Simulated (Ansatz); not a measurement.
**One crystal, many levels of theory: WS2 (Tungstenite)**

Wanted: a ladder of band gaps for WS2 (Tungstenite), from density functionals to G0W0.

Main program and level: Ansatz 0.2.0; density functionals, hybrids and G0W0, plane waves, PAW.

Report form: the programs' logs are mostly left out.

In doubt: masses and optical values from hybrid runs of this build are listed as unsure (step 7), which bears on the screening that GW takes from such a start.

## 1. Starting point

It takes space group P6_3/mmc (No. 194, hexagonal). The conventional cell has a = 3.153 Å, b = 3.153 Å, c = 12.323 Å, α = 90.00°, β = 90.00°, γ = 120.00°. Nearest to W lie 6 S at 2.40 Å. S has 3 W at 2.40 Å nearest. Farther neighbours and most contacts between anions are not listed.

The cell and positions come from the Crystallography Open Database and are kept as given unless a step says otherwise. Spin-orbit coupling is left out unless a step names it. The default PAW set here is soft_2. Its files were made with PBE.

## 2. PBE on the 12×12×2 mesh

Levels along a band path and on the mesh show where this functional puts the band edges.

This step: DFT, PBE, plane waves, PAW.

The input, input.yaml:

```yaml
crystal:
  lattice:
    - [3.1532, 0.0, 0.0]
    - [-1.5766, 2.7307513032, 0.0]
    - [0.0, 0.0, 12.323]
  atoms:
    - { symbol: W, position: [0.3333333333, 0.6666666667, 0.25] }
    - { symbol: W, position: [0.6666666667, 0.3333333333, 0.75] }
    - { symbol: S, position: [0.3333333333, 0.6666666667, 0.6225] }
    - { symbol: S, position: [0.6666666667, 0.3333333333, 0.1225] }
    - { symbol: S, position: [0.3333333333, 0.6666666667, 0.8775] }
    - { symbol: S, position: [0.6666666667, 0.3333333333, 0.3775] }
kpoints:
  mp_grid: { grid: [12, 12, 2] }
  band_path:
    path:
      - [[0.0, 0.0, 0.0], [0.5, 0.0, 0.0], [0.33333333, 0.33333333, 0.0], [0.0, 0.0, 0.0], [0.0, 0.0, 0.5], [0.5, 0.0, 0.5], [0.33333333, 0.33333333, 0.5], [0.0, 0.0, 0.5]]
      - [[0.5, 0.0, 0.5], [0.5, 0.0, 0.0]]
      - [[0.33333333, 0.33333333, 0.5], [0.33333333, 0.33333333, 0.0]]
    npoints: 10
hamiltonian:
  xc: pbe
scf:
  occupations: { method: fermi_dirac, width: 0.02 }
  n_extra_bands: 6
output:
  eigenvalues: true
  write_density: true
  write_potential: true
  elf: true
  volumetric_format: npy
```

The run is started by

```sh
ansatz run input.yaml --threads 3 --pin off --max-ram 92160MiB --backend cuda --events-out ev --progress --plain --runs-dir out --devices 1 --max-vram 13GiB  # rebuilt from the run's record
```

Run time: 7.8 s. Hardware: 1 × NVIDIA H100 80GB HBM3 (shared by 6 runs) with 3 threads of AMD EPYC 7R13 (Zen 3), shared host; peak memory 0.95 GiB.

This step gave:

```
filled bands         : 26
gap                  : 0.9762 eV
valence top at       : Γ
conduction bottom at : k = (0.167, 0.167, 0.000)
least direct gap     : 1.839 eV
```

Over mesh and path the gap is 0.976 eV, from k = Γ to k = (0.167, 0.167, 0.000). The least direct gap found is 1.839 eV, at k = (0.333, 0.333, 0.000).

## 3. PBE+SOC on the 12×12×2 mesh

This run has two-component orbitals with spin-orbit coupling.

This step: DFT, PBE with spin-orbit coupling, plane waves, PAW.

input.yaml, the sections that differ from step 2:

```yaml
kpoints:
  mp_grid: { grid: [12, 12, 2] }
  band_path:
    path:
      - [0.0, 0.0, 0.0]
      - [0.5, 0.0, 0.0]
      - [0.33333333, 0.33333333, 0.0]
      - [0.0, 0.0, 0.5]
      - [0.5, 0.0, 0.5]
      - [0.33333333, 0.33333333, 0.5]
      - [0.1666666667, 0.1666666667, 0.0]
    npoints: 1
scf:
  occupations: { method: fermi_dirac, width: 0.02 }
  n_extra_bands: 12
magnetization:
  noncollinear: true
  spin_orbit: true
output:
  eigenvalues: true
# crystal, hamiltonian: as in step 2
```

Wall time 7.2 s (1 × NVIDIA H100 80GB HBM3 (shared by 6 runs) with 3 threads); peak memory 0.97 GiB.

Numbers from this step:

```yaml
gap: 0.9308 eV
valence_top_at: Γ
conduction_bottom_at: k = (0.167, 0.167, 0.000)
least_direct_gap: 1.648 eV
```

Over mesh and listed points the gap is 0.931 eV, from k = Γ to k = (0.167, 0.167, 0.000). The least direct gap found is 1.648 eV, at k = (0.333, 0.333, 0.000). PBE+SOC against PBE: 0.931 − 0.976 = −0.045 eV, with the same mesh, set of files (read in its fully relativistic form for the spin-orbit run) and cutoff, and both edges at the same k points. The spin-orbit run sees mesh and listed points alone, so its gap is an upper bound: the coupling can move an edge off these points, and the change over the zone, its sign included where it is small, is not known.

## 4. HSE06 on the 6×6×2 mesh

HSE06 mixes in a quarter of exact exchange at short range.

This step: DFT, HSE06, plane waves, PAW.

Edit input.yaml of step 3 so:

```diff
@@ -13,3 +13,3 @@
 kpoints:
-  mp_grid: { grid: [12, 12, 2] }
+  mp_grid: { grid: [6, 6, 2] }
   band_path:
@@ -25,9 +25,6 @@
 hamiltonian:
-  xc: pbe
+  xc: hse06
 scf:
-  occupations: { method: fermi_dirac, width: 0.02 }
-  n_extra_bands: 12
-magnetization:
-  noncollinear: true
-  spin_orbit: true
+  occupations: { method: fixed }
+  n_extra_bands: 6
 output:
```

Wall time 33 s (1 × NVIDIA H100 80GB HBM3 (shared by 6 runs) with 3 threads); peak memory 1.3 GiB; 47 s of CPU time.

Numbers from this step:

```
gap                     : 1.501 eV
valence top at          : Γ
conduction bottom at    : k = (0.167, 0.167, 0.000)
least direct gap        : 2.335 eV
exact-exchange fraction : 0.25
```

Over mesh and listed points the gap is 1.501 eV, from k = Γ to k = (0.167, 0.167, 0.000). The least direct gap found is 2.335 eV, at k = (0.333, 0.333, 0.000). HSE06 against PBE: 1.501 − 0.976 = +0.525 eV. The runs also differ in mesh (12×12×2 and 6×6×2), so how much of this comes from the functional alone is not known.

## 5. HSE06+SOC on the 6×6×2 mesh

This step: DFT, HSE06 with spin-orbit coupling, plane waves, PAW.

Edit input.yaml of step 4 so:

```diff
@@ -27,5 +27,12 @@
 scf:
-  occupations: { method: fixed }
-  n_extra_bands: 6
+  occupations: { method: fermi_dirac, width: 0.02 }
+  n_extra_bands: 12
+magnetization:
+  noncollinear: true
+  spin_orbit: true
 output:
   eigenvalues: true
+  write_density: true
+  write_potential: true
+  elf: true
+  volumetric_format: npy
```

The job ended after 65 s (1 × NVIDIA H100 80GB HBM3 (shared by 6 runs) with 3 threads; peak memory 2 GiB).

This step gave:

```
gap                     : 1.447 eV
valence top at          : Γ
conduction bottom at    : k = (0.167, 0.167, 0.000)
least direct gap        : 2.126 eV
exact-exchange fraction : 0.25
```

Over mesh and listed points the gap is 1.447 eV, from k = Γ to k = (0.167, 0.167, 0.000). The least direct gap found is 2.126 eV, at k = (0.333, 0.333, 0.000). HSE06+SOC against HSE06: 1.447 − 1.501 = −0.054 eV, with the same mesh, set of files (read in its fully relativistic form for the spin-orbit run) and cutoff, and both edges at the same k points. The spin-orbit run sees mesh and listed points alone, so its gap is an upper bound: the coupling can move an edge off these points, and the change over the zone, its sign included where it is small, is not known.

## 6. G0W0@PBE, 9×9×2 mesh, 1068 empty bands, screening to 270 eV, hard PAW files

G0W0 replaces the xc potential by a self-energy built once from the orbitals of the start. Levels are corrected in the window of bands that the input names, at points of the mesh.

This step: G0W0 on PBE, plane waves, PAW.

The input, input.yaml:

```yaml
crystal:
  lattice:
    - [3.1532, 0.0, 0.0]
    - [-1.5766, 2.7307513032, 0.0]
    - [0.0, 0.0, 12.323]
  atoms:
    - { symbol: W, position: [0.3333333333, 0.6666666667, 0.25] }
    - { symbol: W, position: [0.6666666667, 0.3333333333, 0.75] }
    - { symbol: S, position: [0.3333333333, 0.6666666667, 0.6225] }
    - { symbol: S, position: [0.6666666667, 0.3333333333, 0.1225] }
    - { symbol: S, position: [0.3333333333, 0.6666666667, 0.8775] }
    - { symbol: S, position: [0.6666666667, 0.3333333333, 0.3775] }
kpoints:
  mp_grid: { grid: [9, 9, 2] }
hamiltonian:
  xc: pbe
  pseudopotentials: { kind: paw, source: ansatz }
scf:
  occupations: { method: fixed }
gw:
  n_empty_bands: 1068
  ecut_chi: 270.0
  qp_bands: [v2, c2]
  qp_kpoints: band_edges
  screening: { model: contour_deformation }
```

Elapsed: 8 min, on 1 × NVIDIA H100 80GB HBM3 (shared by 6 runs) with 3 threads; peak memory 9 GiB.

This step gave:

- bands summed: 1108
- RPA ε∞ on this mesh (eigenvalues): 5.894, 13.30, 13.30
- plane waves in the screening matrix: 1071
- G0W0 gap over the corrected points: 1.510 eV
- k of the valence top: 0, 0, 0
- k of the conduction bottom: 0.1111, 0.2222, 0
- starting gap on the mesh: 1.083 eV
- Z at the valence top: 0.7555
- Z at the conduction bottom: 0.7659
- least direct G0W0 gap over the corrected points: 2.273 eV

Over 13 of 24 irreducible mesh points the G0W0 gap is 1.510 eV, from k = Γ to k = (0.111, 0.222, 0.000). The PBE gap of this run on the mesh is 1.083 eV. The two states that bound the G0W0 gap lie that far apart at the start, so the correction of the gap is 1.510 − 1.083 = +0.427 eV.

## 7. G0W0@HSE06, 9×9×2 mesh, 631 empty bands, screening to 190 eV, hard PAW files

This step: G0W0 on HSE06, plane waves, PAW.

Edit input.yaml of step 6 so:

```diff
@@ -15,3 +15,3 @@
 hamiltonian:
-  xc: pbe
+  xc: hse06
   pseudopotentials: { kind: paw, source: ansatz }
@@ -20,4 +20,4 @@
 gw:
-  n_empty_bands: 1068
-  ecut_chi: 270.0
+  n_empty_bands: 631
+  ecut_chi: 190.0
   qp_bands: [v2, c2]
```

Run time: 9.4 min. Hardware: 1 × NVIDIA H100 80GB HBM3 (shared by 6 runs) with 3 threads; peak memory 9.5 GiB; 16 min of CPU time.

Numbers from this step:

```
bands summed                                    : 671
RPA ε∞ on this mesh (eigenvalues)               : 4.965, 10.74, 10.74
plane waves in the screening matrix             : 663
G0W0 gap over the corrected points              : 1.699 eV
k of the valence top                            : 0, 0, 0
k of the conduction bottom                      : 0.1111, 0.2222, 0
starting gap on the mesh                        : 1.617 eV
Z at the valence top                            : 0.7817
Z at the conduction bottom                      : 0.7902
least direct G0W0 gap over the corrected points : 2.454 eV
```

Over 13 of 24 irreducible mesh points the G0W0 gap is 1.699 eV, from k = Γ to k = (0.111, 0.222, 0.000). The HSE06 gap of this run on the mesh is 1.617 eV. The two states that bound the G0W0 gap lie that far apart at the start, so the correction of the gap is 1.699 − 1.617 = +0.082 eV. G0W0@HSE06 against G0W0@PBE with 671 bands (a further run, in the table below): 1.699 − 1.496 = +0.203 eV, with the same mesh, files and cutoffs, and both edges at the same k points.

## 8. Gap and time by level

Each gap is the least one over the points named; times are wall times on shared hosts, not benchmarks. A G0W0 time includes the run's own self-consistent start. Runs with listed points see these and the mesh alone, so an edge that moves elsewhere is missed. Rows marked * are further runs, not shown as steps, whose inputs differ from the G0W0 step on the same start in the columns given; solver thresholds can differ too.

```csv
level,mesh,"files, cutoff","bands summed, screening",points,gap (eV),valence top,conduction bottom,least direct gap (eV),time
PBE,12×12×2,"soft_2 PAW, 420 eV",-,mesh and path,0.976,Γ,"(0.167, 0.167, 0.000)",1.839,7.8 s
PBE+SOC,12×12×2,"soft_2 PAW, 420 eV",-,mesh and listed points,0.931,Γ,"(0.167, 0.167, 0.000)",1.648,7.2 s
HSE06,6×6×2,"soft_2 PAW, 420 eV",-,mesh and listed points,1.501,Γ,"(0.167, 0.167, 0.000)",2.335,33 s
HSE06+SOC,6×6×2,"soft_2 PAW, 420 eV",-,mesh and listed points,1.447,Γ,"(0.167, 0.167, 0.000)",2.126,65 s
G0W0@PBE*,9×9×2,"hard PAW, 760 eV","317, 110 eV",13 of 24 irreducible mesh points,1.456,Γ,"(0.111, 0.222, 0.000)",2.302,1.7 min
G0W0@PBE*,9×9×2,"hard PAW, 760 eV","671, 190 eV",13 of 24 irreducible mesh points,1.496,Γ,"(0.111, 0.222, 0.000)",2.287,5.3 min
G0W0@PBE,9×9×2,"hard PAW, 760 eV","1108, 270 eV",13 of 24 irreducible mesh points,1.510,Γ,"(0.111, 0.222, 0.000)",2.273,8 min
G0W0@PBE*,12×12×2,"hard PAW, 760 eV","317, 110 eV",16 of 38 irreducible mesh points,1.339,Γ,"(0.167, 0.167, 0.000)",2.296,7.8 min
G0W0@HSE06,9×9×2,"hard PAW, 760 eV","671, 190 eV",13 of 24 irreducible mesh points,1.699,Γ,"(0.111, 0.222, 0.000)",2.454,9.4 min
```

## 9. Results

| Property | Result |
| --- | --- |
| PBE, over mesh and path | 0.976 eV |
| PBE+SOC, over mesh and listed points | 0.931 eV |
| HSE06, over mesh and listed points | 1.501 eV |
| HSE06+SOC, over mesh and listed points | 1.447 eV |
| G0W0@PBE (1108 bands, 9×9×2), over 13 of 24 irreducible mesh points | 1.510 eV |
| G0W0@HSE06, over 13 of 24 irreducible mesh points | 1.699 eV |
| known limits | finite bands, screening cutoff and k mesh; no spin-orbit coupling in G0W0 |

The rows run from 0.931 eV (PBE+SOC) to 1.699 eV (G0W0@HSE06). They differ in mesh, files, plane-wave cutoff, bands and screening cutoff of G0W0 and the points over which the gap was sought as well as in level, so only pairs that share these are like for like. PBE+SOC against PBE: 0.931 − 0.976 = −0.045 eV, with the same mesh, set of files (read in its fully relativistic form for the spin-orbit run) and cutoff, and both edges at the same k points. The spin-orbit run sees mesh and listed points alone, so its gap is an upper bound: the coupling can move an edge off these points, and the change over the zone, its sign included where it is small, is not known. HSE06+SOC against HSE06: 1.447 − 1.501 = −0.054 eV, with the same mesh, set of files (read in its fully relativistic form for the spin-orbit run) and cutoff, and both edges at the same k points. The spin-orbit run sees mesh and listed points alone, so its gap is an upper bound: the coupling can move an edge off these points, and the change over the zone, its sign included where it is small, is not known. G0W0@HSE06 against G0W0@PBE with 671 bands: 1.699 − 1.496 = +0.203 eV, with the same mesh, files and cutoffs, and both edges at the same k points. G0W0@PBE (1108 bands, 9×9×2) moves the gap of its own start on the mesh by 1.510 − 1.083 = +0.427 eV, between the same two levels. Over mesh and path, PBE puts the conduction bottom at k = (0.167, 0.167, 0.000), where no G0W0 correction was computed. The G0W0 gap over the whole zone is therefore not known from this run; at its settings it can only be equal to or under the 1.510 eV found, and no correction is carried over from another point. For the start itself the gap is 0.976 eV over mesh and path and 1.083 eV on the mesh of the G0W0 run, in runs that differ in mesh (12×12×2 and 9×9×2), files (soft_2 PAW and hard PAW) and plane-wave cutoff (420 eV and 760 eV). G0W0@HSE06 moves the gap of its own start on the mesh by 1.699 − 1.617 = +0.082 eV, between the same two levels. Over mesh and listed points, HSE06 puts the conduction bottom at k = (0.167, 0.167, 0.000), where no G0W0 correction was computed. The G0W0 gap over the whole zone is therefore not known from this run; at its settings it can only be equal to or under the 1.699 eV found, and no correction is carried over from another point. For the start itself the gap is 1.501 eV over mesh and listed points and 1.617 eV on the mesh of the G0W0 run, in runs that differ in mesh (6×6×2 and 9×9×2), files (soft_2 PAW and hard PAW) and plane-wave cutoff (420 eV and 760 eV). What spin-orbit coupling does to the G0W0 levels was not computed, so no sum with the G0W0 gap is formed. For G0W0@PBE: from 317 bands and 110 eV to 1108 bands and 270 eV the gap moves by 1.510 − 1.456 = +0.054 eV (rung by rung 1.456, 1.496, 1.510 eV); bands and screening cutoff rise together, so their parts are not told apart. A line in one over the bands through the two highest rungs gives 1.510 + (1.510 − 1.496) × 671 / (1108 − 671) = 1.531 eV, and through the pair below 1.496 + (1.496 − 1.456) × 317 / (671 − 317) = 1.532 eV. The two agree within 0.03 eV and the same two states bound the gap in each rung, so 1.531 eV is taken as an estimate of the limit on this mesh. The other G0W0 rows are shown at one basis each (671 bands), so their distance from the limit is not known here. With the 12×12×2 mesh in place of the 9×9×2 mesh and all else as in the G0W0@PBE row with 317 bands, the gap differs by 1.339 − 1.456 = −0.117 eV, and that of the start by 0.977 − 1.083 = −0.106 eV; an edge lies at another k point, so this need not be the shift of one pair of states. The G0W0 runs are scalar-relativistic. G0W0 is shown with one set of atomic data (hard PAW), so the error from the files is not known here. Failed or unusable runs of this series, left out of the table: G0W0@PBE0 (9×9×2 mesh, hard PAW files, 760 eV, 631 empty bands) reached its time limit after 10 min.

[Paths, hosts, dates, memory and timing lines, banners, echoed tables and standing remarks are left out of the program output.]

[Logs are printed without paths, hosts, clocks, repeated set-up lines and the standing remarks that a program may print on its own settings, such as how far it seeks lower states.]

[Runs of the session that timed out or met a known fault of the program may be left out.]

[Cells called generated may have been cut or substituted from an entry of the Crystallography Open Database or the Materials Project.]

[Hosts, paths, dates, database ids (printed as entryN), source tags and the programs' standing remarks are cut or masked in the printed files.]

[Where an RPA ε∞ is given, it is that of the G0W0 mesh and is not shown converged in it. Names of k-points follow the symmetry that the program found, which can be lower than the space group named. Band edges on a path are those of the sampled points; other points can move an edge, and change direct to indirect where valleys lie close.]

[Hybrid gaps are those of their k-mesh and are not shown converged in it.]
